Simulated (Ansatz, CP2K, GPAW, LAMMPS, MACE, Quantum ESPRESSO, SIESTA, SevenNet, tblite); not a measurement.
## Running glassy 48SiO2-36B2O3-8MgO-8CaO (mol %) (89 atoms) with GPAW

How do the settings of GPAW change the result for glassy 48SiO2-36B2O3-8MgO-8CaO (mol %) (89 atoms)? A plane-wave run serves as the yardstick.

Calculated with GPAW 26.7.0; the method is named at each step.

### 1. The starting structure

The cell holds 89 atoms: 12 Si, 18 B, 2 Mg, 2 Ca and 55 O. Cell: a = 10.205 Å, b = 10.205 Å, c = 10.205 Å, α = 90.0°, β = 90.0°, γ = 90.0°. 89 atoms (12 Si, 18 B, 2 Mg, 2 Ca, 55 O) placed at random at 2.19 g/cm³, melted at 3000 K for 20 ps at fixed volume with the Buckingham and Coulomb pair potential of Guillot and Sator (Geochim. Cosmochim. Acta 71, 1249 (2007)) with the boron terms of Wang et al. (J. Non-Cryst. Solids 498, 294 (2018)). Quenched from 3000 K to 300 K at 50 K/ps and fixed volume, held 10 ps at zero pressure.

The yardstick, on the same geometry:

- method: Kohn-Sham DFT, PBE, PAW, plane waves (Ansatz 0.2.0); cutoff 420 eV, Γ point, fermi-dirac smearing of 0.05 eV; PAW set soft_2
- r.m.s. force component: 1.256 eV/Å
- longest force: 6.213 eV/Å
- pressure: -1.643 GPa
- gap (highest filled to lowest empty level): 2.833 eV
- SCF cycles: 9
- time: 15 s on 4 threads of Arm Neoverse V1, shared host
- CPU time: 55 s

### 2. PBE, LCAO dzp, h 0.18 Å

Method: Kohn-Sham DFT, PBE, PAW, atomic orbitals (dzp).

File run.py:

```python
import numpy as np
from ase.io import read
from gpaw import GPAW, FermiDirac

atoms = read("structure.xyz")
atoms.calc = GPAW(
    mode="lcao",
    basis="dzp",
    h=0.18,
    xc="PBE",
    kpts={"size": (1, 1, 1), "gamma": True},
    occupations=FermiDirac(0.05),
    maxiter=200,
    symmetry={"point_group": False},
    txt="gpaw.txt",
)
energy = atoms.get_potential_energy(force_consistent=True)
forces = atoms.get_forces()
print(f"energy {energy:.6f} eV")
print("forces (eV/A)")
for i, (a, f) in enumerate(zip(atoms, forces)):
    print(f"{i:4d} {a.symbol:2s} {f[0]:10.5f} {f[1]:10.5f} {f[2]:10.5f}")
print(f"Fermi level {atoms.calc.get_fermi_level():.4f} eV")
for k in range(len(atoms.calc.get_ibz_k_points())):
    for s in range(atoms.calc.get_number_of_spins()):
        e = atoms.calc.get_eigenvalues(kpt=k, spin=s)
        n = np.searchsorted(e, atoms.calc.get_fermi_level())
        print(f"k {k} spin {s} levels about the Fermi level:", np.round(e[max(n - 6, 0):n], 4).tolist(), "|", np.round(e[n:n + 6], 4).tolist())
```

File structure.xyz:

```xyz
89
Lattice="10.20454 0.00000 0.00000 0.00000 10.20454 0.00000 0.00000 0.00000 10.20454" Properties=species:S:1:pos:R:3 pbc="T T T"
Si 2.30347 5.06166 2.53052
Si 8.75550 0.19654 8.58569
Si 3.98610 1.29547 1.35435
Si 5.51586 9.12561 7.12787
Si 2.47613 10.12392 7.50462
Si 5.19391 8.85979 0.03663
Si 8.75213 3.27239 1.59272
Si 9.24184 4.38305 6.26508
Si 8.59304 6.23314 2.43950
Si 5.44524 2.29204 4.06712
Si 3.90926 2.55144 6.87184
Si 0.03806 6.71908 5.15891
B 6.03292 7.77341 2.68308
B 7.02532 10.15535 3.45628
B 2.08724 0.40645 3.11289
B 0.73013 3.63394 9.72636
B 8.83142 8.93693 6.31743
B 1.81110 8.98591 5.15574
B 4.22386 4.97512 8.14628
B 0.62299 2.70573 3.25617
B 8.26619 0.66891 1.19026
B 0.72758 7.22665 1.21352
B 5.33891 6.62969 6.33712
B 7.83137 5.13492 8.71447
B 4.02100 6.62642 4.13712
B 2.41552 8.76978 9.97943
B 3.34637 4.02334 0.22889
B 6.78439 4.62725 4.86348
B 0.01378 2.30194 7.50034
B 6.49162 1.53037 7.17685
Mg 8.34068 1.70508 5.05472
Mg 7.88464 7.14420 7.43033
Ca 5.95159 2.33061 9.97504
Ca 5.97762 5.71964 0.78453
O 6.04986 5.61342 5.55627
O 9.67166 2.83135 6.34100
O 3.52740 4.53980 1.55721
O 6.16773 3.76497 3.93263
O 2.72594 1.52078 7.28972
O 9.65656 6.32865 3.68057
O 4.20999 7.04899 5.49433
O 5.05023 0.22960 0.67156
O 1.50048 9.57267 6.35743
O 2.42011 9.68401 4.10294
O 8.19618 4.51357 5.02023
O 2.68053 0.49808 1.84865
O 5.86955 9.04694 8.79233
O 1.31557 7.69330 4.94553
O 7.32584 4.10406 9.48022
O 2.15642 9.76860 9.05224
O 5.96823 8.09240 1.25506
O 8.02842 0.04878 2.40592
O 3.66333 4.11304 7.22583
O 3.04422 5.70148 3.87201
O 7.83066 2.02948 1.09791
O 8.70427 9.97820 5.40963
[... 29 atom lines left out ...]
O 6.17701 0.26664 6.49621
O 5.25299 2.07897 7.72800
O 9.57288 6.99582 1.22740
O 8.66896 8.99530 7.69555
```

Started as:

```bash
$ OMP_NUM_THREADS=1 python run.py > output.txt
```

The program printed:

```text
energy -646.311218 eV
forces (eV/A)
   0 Si    1.78098    1.65372   -0.12293
   1 Si   -4.05485    2.51848    0.05053
   2 Si   -1.17493    0.40670    0.77223
   3 Si   -1.05639    4.08078    1.56208
   4 Si    3.41756   -0.49112   -0.25970
   5 Si    0.37606    1.41230    0.74356
   6 Si    2.87778    0.27255   -2.44722
   7 Si   -1.81661    0.91005   -0.33982
   8 Si    3.02973    3.39499   -0.04460
   9 Si    1.28291    0.12964    1.05770
  10 Si    3.07785   -0.43899   -0.88259
  11 Si    0.09209    1.23308   -1.54511
  12 B    -0.27339    1.98908    2.31605
  13 B    -1.05733   -2.94407   -2.74620
  14 B     0.31458    0.88774    0.96027
  15 B     1.14830   -0.98282    0.81389
  16 B     0.64363    4.62440   -4.36584
  17 B    -0.74299   -0.36638   -0.95400
  18 B     1.35645    0.79885   -2.00723
  19 B     1.51835   -0.93454   -2.48764
  20 B    -1.15949   -0.68122    1.69701
  21 B     0.54055   -0.77488   -0.45915
  22 B    -2.45893   -2.18503   -1.77054
  23 B    -2.58838    0.30708    4.16074
[...]
81 O     0.87687   -0.08868   -0.09909
  82 O    -0.36308    0.33302   -0.39329
  83 O     0.11127    0.38696   -1.60547
  84 O    -1.76083   -1.21773   -0.61082
  85 O    -0.14791   -1.55237   -0.35110
  86 O    -0.73311    0.43074    1.78164
  87 O    -1.39401    0.46616    0.44272
  88 O     0.32041   -0.62222    1.52931
Fermi level 4.9611 eV
k 0 spin 0 levels about the Fermi level: [2.2942, 2.3267, 2.5279, 2.7976, 3.1843, 3.5333] | [6.2172, 6.6844, 6.9069, 7.1945, 7.334, 7.4168]
```

gpaw.txt:

```text
Input parameters:
  mode=LCAO(),
  basis={'default': 'dzp'},
  h=0.18,
  kpts=MonkhorstPack(size=(1, 1, 1), gamma=True),
  maxiter=200,
  occupations=Occupations(name='fermi-dirac', width=0.05, fixmagmom=False),
  symmetry=Symmetry(point_group=False),
  xc=XC(name='PBE')
Unit cell  # Å
| periodic |         x |         y |         z |   lengths |    angles |
|----------|-----------|-----------|-----------|-----------|-----------|
|      yes | 10.204540 |  0.000000 |  0.000000 | 10.204540 | 90.000000 |
|      yes |  0.000000 | 10.204540 |  0.000000 | 10.204540 | 90.000000 |
|      yes |  0.000000 |  0.000000 | 10.204540 | 10.204540 | 90.000000 |
Number of symmetries: 1
Symmetry operations  # r_c * U_cc + t_c -> r_c
|   | kind |            matrix            |
|---|------|------------------------------|
| 0 |  E   |  1, 0, 0,  0, 1, 0,  0, 0, 1 |
BZ-sampling:
  Number of BZ points: 1
  Number of IBZ points: 1
  Monkhorst-Pack size: [1, 1, 1]
  Monkhorst-Pack shift: [0, 0, 0]
[... lines left out ...]
eigensolver:
density mixing:
  MSR1-Mixer
occupation numbers:
  Fermi-Dirac:
    width: 0.0500  # eV
FastPoissonSolver using
    Stencil: 6*3+1=19 point O(h^6) finite-difference Laplacian
xc functional:
  name: PBE with 2 nearest neighbor stencil
interpolation: tri-quintic # 5. degree polynomial
Initialization done in: 11.941 s
convergence criteria:
- Maximum [total energy] change in last 3 cyles: 0.0005 eV / valence electron
- Maximum integral of absolute [dens]ity change: 0.0001 electrons / valence electron
- Maximum integral of absolute [eigenst]ate change: 4e-08 eV^2 / valence electron
maximum number of iterations: 200
SCF iterations
|iter     |      energy | eigst |  dens |
|---------|-------------|-------|-------|
|iter:   1| -688.289002 |      c|       |
|iter:   2| -677.638834 |      c| -0.85 |
|iter:   3| -645.814942 |      c| -0.89 |
|iter:   4| -646.182717 |      c| -1.51 |
|iter:   5| -646.352652 |      c| -1.82 |
|iter:   6| -646.311929c|      c| -2.40 |
|iter:   7| -646.311415c|      c| -3.11 |
|iter:   8| -646.311234c|      c| -3.53 |
|iter:   9| -646.311219c|      c| -3.97 |
|iter:  10| -646.311218c|      c| -4.49c|
Converged in 10 steps
SCF loop duration: 131.988 s (13.199 s/step)
Energy contributions relative to reference atoms: (reference = -266854.848017)
Energy contributions:
  Kinetic:         592.358714
  Coulomb:        -548.874282
  Zero:             11.109882
  External:          0.000000
  Xc:             -700.905533
  Entropy:          -0.000000
  Spinorbit:         0.000000
  ----------------------------
  Free energy:    -646.311218
  Extrapolated:   -646.311218
dipole moment: (-10.129469, -44.581640, -13.049624)  # |e|*Ang
Fermi level: 4.961
Eigenvalues  # (at kpt = [0.000, 0.000, 0.000])
| band index |      eig [eV] | occ [0-2] |
|------------|---------------|-----------|
|          0 |       -71.973 |     2.000 |
|        ... |               |           |
|        228 |         2.026 |     2.000 |
|        229 |         2.144 |     2.000 |
[...]
|        243 |         7.618 |     0.000 |
|        ... |               |           |
|        287 |        11.036 |     0.000 |
Gap: 2.684 eV
Transition (v -> c):
  (s=0, k=0, n=235, [0.00, 0.00, 0.00]) -> (s=0, k=0, n=236, [0.00, 0.00, 0.00])
No difference between direct/indirect transitions
Force computation time: 34.361  # s
timing:  # [seconds]
  Total:  178.325  # ━━━━━━━━━━━━━━━━━━━━━━━━━━━━━━━━━━━━━━━━━━━━━━━━━━━━━━━━
  Init:    11.940  # ━━━╸
  SCF:    131.988  # ━━━━━━━━━━━━━━━━━━━━━━━━━━━━━━━━━━━━━━━━━╸
  Forces:  34.361  # ━━━━━━━━━━━
```

Elapsed: 3 min, on 1 thread of Arm Neoverse V1, shared host; peak memory 1.4 GiB.

Banners, paths, timers and routine set-up lines are dropped from the logs unmarked, and long logs keep their key lines alone; longer cuts are marked.

Compared with the plane-wave run:

| Item | Value |
| --- | --- |
| r.m.s. force component | 1.346 eV/Å |
| r.m.s. difference of force components | 270.3 meV/Å |
| longest difference of force vectors | 992.1 meV/Å |
| force difference over r.m.s. force | 21.52 % |
| slope of forces against the reference's | 1.051 |
| correlation of force components | 0.9808 |
| gap (highest filled to lowest empty level) | 2.684 eV |
| gap difference | -0.1495 eV |

Length of the force difference by element (eV/Å):

| element | atoms | mean | most |
| --- | --- | --- | --- |
| B | 18 | 0.17 | 0.31 |
| Ca | 2 | 0.072 | 0.13 |
| Mg | 2 | 0.19 | 0.27 |
| O | 55 | 0.54 | 0.99 |
| Si | 12 | 0.21 | 0.42 |

Levels nearest the highest filled one (eV from it): -1.24, -1.21, -1.01, -0.74, -0.35, 0.00, 2.68, 3.15, 3.37, 3.66, 3.80, 3.88.

The surroundings of B17, which bears the longest force, nearest first, numbered as they follow in the input and with coordinates relative to it.

| atom | x | y | z | distance (Å) | bonds | Fx | Fy | Fz (eV/Å) |
| --- | --- | --- | --- | --- | --- | --- | --- | --- |
| B17 | 0.00 | 0.00 | 0.00 | 0.00 | 3 | 0.64 | 4.62 | -4.37 |
| O56 | -0.13 | 1.04 | -0.91 | 1.39 | 2 | 0.84 | -1.56 | 1.48 |
| O89 | -0.16 | 0.06 | 1.38 | 1.39 | 3 | 0.32 | -0.62 | 1.53 |
| O69 | 0.22 | -1.31 | -0.43 | 1.39 | 3 | -0.35 | -1.17 | 0.54 |
| Mg32 | -0.95 | -1.79 | 1.11 | 2.31 | 5 | -1.00 | -0.73 | 0.69 |
| Si2 | -0.08 | 1.46 | 2.27 | 2.70 | 4 | -4.05 | 2.52 | 0.05 |
| Si12 | 1.41 | -2.22 | -1.16 | 2.87 | 4 | 0.09 | 1.23 | -1.55 |
| O77 | -2.67 | -1.14 | 0.25 | 2.92 | 3 | 2.19 | -1.31 | -0.59 |
| O43 | 2.87 | 0.64 | 0.04 | 2.94 | 2 | -1.41 | -0.28 | -0.25 |

Atoms are counted from 1 here, from 0 in the log.

Forces lie 22 % from the reference's, at 3.3 times its CPU time (on 1 against 4 cores).

The difference per atom is largest on O (0.54 eV/Å on average, against 0.21 on Si).

### 3. RPBE, LCAO dzp, h 0.18 Å

Method: Kohn-Sham DFT, RPBE, PAW, atomic orbitals (dzp).

run.py: that of step 2 with these lines changed.

```diff
@@ -9,3 +9,3 @@
     h=0.18,
-    xc="PBE",
+    xc="RPBE",
     kpts={"size": (1, 1, 1), "gamma": True},
```

structure.xyz is that of step 2.

The program printed:

```text
energy -614.568384 eV
forces (eV/A)
   0 Si    1.78880    1.65971   -0.12481
   1 Si   -4.08297    2.52592    0.04110
   2 Si   -1.17958    0.40667    0.77501
   3 Si   -1.07947    4.11712    1.56102
   4 Si    3.45839   -0.52119   -0.26680
   5 Si    0.38240    1.43109    0.75287
   6 Si    2.91576    0.28146   -2.48940
   7 Si   -1.83023    0.92333   -0.31980
   8 Si    3.06281    3.45589   -0.04412
   9 Si    1.29202    0.11707    1.09572
  10 Si    3.09161   -0.44056   -0.91344
  11 Si    0.08340    1.26551   -1.53396
[...]
84 O    -1.82913   -1.24468   -0.62615
  85 O    -0.15698   -1.61111   -0.47521
  86 O    -0.78937    0.46080    1.88145
  87 O    -1.52062    0.53949    0.31623
  88 O     0.36318   -0.70923    1.68753
Fermi level 5.1472 eV
k 0 spin 0 levels about the Fermi level: [2.4668, 2.5007, 2.7011, 2.9683, 3.3737, 3.7196] | [6.4851, 6.9545, 7.1596, 7.4362, 7.5733, 7.65]
```

gpaw.txt:

```text
Input parameters:
  mode=LCAO(),
  basis={'default': 'dzp'},
  h=0.18,
  kpts=MonkhorstPack(size=(1, 1, 1), gamma=True),
  maxiter=200,
  occupations=Occupations(name='fermi-dirac', width=0.05, fixmagmom=False),
  symmetry=Symmetry(point_group=False),
  xc=XC(name='RPBE')
[... lines left out ...]
  Fermi-Dirac:
[... lines left out ...]
convergence criteria:
- Maximum [total energy] change in last 3 cyles: 0.0005 eV / valence electron
[... lines left out ...]
Converged in 10 steps
[... lines left out ...]
  Free energy:    -614.568384
[... lines left out ...]
Fermi level: 5.147
[... lines left out ...]
|          0 |       -72.130 |     2.000 |
|        ... |               |           |
|        228 |         2.202 |     2.000 |
|        229 |         2.312 |     2.000 |
[...]
|        243 |         7.841 |     0.000 |
|        ... |               |           |
|        287 |        11.317 |     0.000 |
Gap: 2.765 eV
Transition (v -> c):
  (s=0, k=0, n=235, [0.00, 0.00, 0.00]) -> (s=0, k=0, n=236, [0.00, 0.00, 0.00])
No difference between direct/indirect transitions
Force computation time: 34.392  # s
timing:  # [seconds]
  Total:  179.766  # ━━━━━━━━━━━━━━━━━━━━━━━━━━━━━━━━━━━━━━━━━━━━━━━━━━━━━━━━
  Init:    11.938  # ━━━╸
  SCF:    133.401  # ━━━━━━━━━━━━━━━━━━━━━━━━━━━━━━━━━━━━━━━━━╸
  Forces:  34.392  # ━━━━━━━━━━╸
```

Run time: 3 min. Hardware: 1 thread; peak memory 1.4 GiB.

Against the reference:

* r.m.s. force component: 1.374 eV/Å
* r.m.s. difference of force components: 319.8 meV/Å
* longest difference of force vectors: 1259 meV/Å
* force difference over r.m.s. force: 25.45 %
* slope of forces against the reference's: 1.066
* correlation of force components: 0.9744
* gap (highest filled to lowest empty level): 2.765 eV
* gap difference: -0.0679 eV

Against the first run (22 %), the force difference from the reference is 25 %, at 1.0 times the CPU time; the model has changed, so this is no error of the program alone.

The difference per atom is largest on O (0.64 eV/Å on average, against 0.25 on Mg).

### 4. PBE, LCAO dzp, h 0.16 Å

Method: Kohn-Sham DFT, PBE, PAW, atomic orbitals (dzp).

run.py: that of step 3 with these lines changed.

```diff
@@ -3,2 +3,3 @@
 from gpaw import GPAW, FermiDirac
+from ase.parallel import parprint as print
 
@@ -8,4 +9,4 @@
     basis="dzp",
-    h=0.18,
-    xc="RPBE",
+    h=0.16,
+    xc="PBE",
     kpts={"size": (1, 1, 1), "gamma": True},
```

structure.xyz is that of step 3.

Started as:

```bash
$ OMP_NUM_THREADS=1 mpirun -np 2 gpaw python run.py > output.txt
```

The program printed:

```text
energy -650.511098 eV
forces (eV/A)
   0 Si    1.78445    1.65836   -0.12083
   1 Si   -4.05227    2.51685    0.03928
   2 Si   -1.17697    0.40860    0.76810
   3 Si   -1.05921    4.08246    1.56489
   4 Si    3.41906   -0.48861   -0.25526
   5 Si    0.38567    1.40787    0.74730
   6 Si    2.87313    0.27046   -2.44378
   7 Si   -1.81702    0.90340   -0.34069
   8 Si    3.02944    3.39407   -0.04364
   9 Si    1.28506    0.12997    1.05732
  10 Si    3.07791   -0.44118   -0.87683
  11 Si    0.09473    1.22825   -1.54845
[...]
84 O    -1.71094   -1.25402   -0.63874
  85 O    -0.18142   -1.54588   -0.40411
  86 O    -0.80559    0.48659    1.79545
  87 O    -1.39169    0.48046    0.40970
  88 O     0.31535   -0.59396    1.56836
Fermi level 4.9567 eV
k 0 spin 0 levels about the Fermi level: [2.2917, 2.3245, 2.5252, 2.7959, 3.1821, 3.5314] | [6.2172, 6.6828, 6.9055, 7.1929, 7.3322, 7.4152]
```

gpaw.txt:

```text
Input parameters:
  mode=LCAO(),
  basis={'default': 'dzp'},
  h=0.16,
  kpts=MonkhorstPack(size=(1, 1, 1), gamma=True),
  maxiter=200,
  occupations=Occupations(name='fermi-dirac', width=0.05, fixmagmom=False),
  symmetry=Symmetry(point_group=False),
  xc=XC(name='PBE')
[... lines left out ...]
  Fermi-Dirac:
[... lines left out ...]
convergence criteria:
- Maximum [total energy] change in last 3 cyles: 0.0005 eV / valence electron
[... lines left out ...]
Converged in 10 steps
[... lines left out ...]
  Free energy:    -650.511098
[... lines left out ...]
dipole moment: (-10.255714, -44.622606, -12.921531)  # |e|*Ang
Fermi level: 4.957
Eigenvalues  # (at kpt = [0.000, 0.000, 0.000])
| band index |      eig [eV] | occ [0-2] |
|------------|---------------|-----------|
|          0 |       -71.975 |     2.000 |
|        ... |               |           |
|        228 |         2.023 |     2.000 |
|        229 |         2.141 |     2.000 |
[...]
|        243 |         7.616 |     0.000 |
|        ... |               |           |
|        287 |        11.034 |     0.000 |
Gap: 2.686 eV
Transition (v -> c):
  (s=0, k=0, n=235, [0.00, 0.00, 0.00]) -> (s=0, k=0, n=236, [0.00, 0.00, 0.00])
No difference between direct/indirect transitions
Force computation time: 25.341  # s
```

Wall time 2.3 min (2 MPI ranks); peak memory 2.3 GiB; 4.7 min of CPU time.

Against the reference:

* r.m.s. force component: 1.348 eV/Å
* r.m.s. difference of force components: 267.8 meV/Å
* longest difference of force vectors: 947.9 meV/Å
* force difference over r.m.s. force: 21.32 %
* slope of forces against the reference's: 1.053
* correlation of force components: 0.9813
* gap (highest filled to lowest empty level): 2.686 eV
* gap difference: -0.1476 eV
* energy less the same-level run's: -47.19 meV/atom
* r.m.s. force difference from the same-level run: 23.98 meV/Å

Against the first run (22 %), the force difference from the reference is 21 %, at 1.6 times the CPU time (on 2 against 1 cores): the change moves forces by 24 meV/Å r.m.s., so most of the difference comes from elsewhere.

The difference per atom is largest on O (0.54 eV/Å on average, against 0.20 on Si).

[end of part 1 of 2]

[Also dropped from logs without a mark: logging warnings of Python, and SIESTA's first energy breakdown and zero terms.]

[Logs are printed without paths, hosts, clocks, repeated set-up lines and the standing remarks that a program may print on its own settings, such as how far it seeks lower states.]

[Hosts, paths, dates, database ids (printed as entryN), source tags and the programs' standing remarks are cut or masked in the printed files.]
